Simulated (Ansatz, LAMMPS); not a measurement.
# Static equation of state of glassy 79SiO2-12Al2O3-4SrO-4ZnO (mol %) (76 atoms)

Density of this cell: 2.70 g/cm³. The cell holds 76 atoms: 19 Si, 6 Al, 1 Sr, 1 Zn and 49 O. Cell: a = 10.030 Å, b = 9.838 Å, c = 10.208 Å, α = 92.9°, β = 90.0°, γ = 87.8°. The starting structure: 76 atoms (19 Si, 6 Al, 1 Sr, 1 Zn, 49 O) placed at random at 2.51 g/cm³, melted at 4000 K for 10 ps at fixed volume with the Morse and Coulomb pair potential with partial charges (Pedone, Malavasi, Menziani, Cormack and Segre, J. Phys. Chem. B 110, 11780 (2006)). Quenched from 4000 K to 300 K at 10 K/ps and fixed volume, held 10 ps at zero pressure.

Calculated with Ansatz 0.2.0: Kohn-Sham DFT, PBE, PAW (set soft_2), plane waves; cutoff 420 eV, Γ point, fixed occupations. Cell and atoms were relaxed first, to V0 = 13.226 Å³ an atom at a residual P0 = 0.012 GPa. The cell was then scaled evenly, and the atoms were relaxed at each volume.

| volume (Å³/atom) | pressure (GPa) |
| --- | --- |
| 11.904 | ? |
| 12.433 | 3.964 |
| 12.830 | 1.909 |
| 13.623 | -1.543 |
| 14.020 | -3.060 |

**Question.** Fit the third-order Birch–Murnaghan equation to the rows given and extrapolate to the withheld row.

Worked fit:

Take the Eulerian strain f = ½[(V0/V)^(2/3) − 1] and the normalised pressure F = (P − P0) / [3f(1 + 2f)^(5/2)]. The third-order Birch–Murnaghan equation is then the line F = B0 + (3/2)B0(B′ − 4) f, so u = f and v = F.

```
      u = f  v = F (GPa)
  0.0210565      56.4395
  0.0102570      58.6210
-0.00975650      55.7887
 -0.0190505      59.2295
```

With n = 4: mean u = 6.2665e-4, mean v = 57.5197, Σ(u − ū)² = 0.0010051, Σ(u − ū)(v − v̄) = -0.027133. Slope b = -0.027133 / 0.0010051 = -26.995; intercept a = v̄ − b ū = 57.537.

So B0 = a = 57.5 GPa and B′ = 4 + 2b/(3a) = 3.69. At the withheld volume f = 0.03638, F = a + b f = 56.55 GPa, and P = P0 + 3f(1 + 2f)^(5/2) F.

Prediction at 11.904: 7.369 GPa. The run gave 7.057 GPa, so the fit is high by 0.31 GPa (4.4 % of the value).

The series isn't one smooth equation of state: even a line fitted to all rows, the withheld one included, misses F by up to 3.8 % and the count of bonds changes along the series. B0 and B′ are then only the numbers of this fit, not moduli of the material. Among the rows given, the largest miss of the fit is at 14.020, by 0.061 GPa (0.60 % of the range of the table).

Limits: Static cells at zero temperature; the cell shape is held. The program notes that the SCF threshold of these relaxations is loose for the stress. The quench rate of 10 K/ps is many orders above laboratory rates, so the cell is likely richer in defects and strain than a real sample. The network of bonds at the start is that of the classical potential that made the cell, and needn't be the one that DFT or experiment would give. Only the Γ point is sampled, in a cell whose shortest periodic width is 10 Å.

[Logs are printed without paths, hosts, clocks, repeated set-up lines and the standing remarks that a program may print on its own settings, such as how far it seeks lower states.]

[Hosts, paths, dates, database ids (printed as entryN), source tags and the programs' standing remarks are cut or masked in the printed files.]
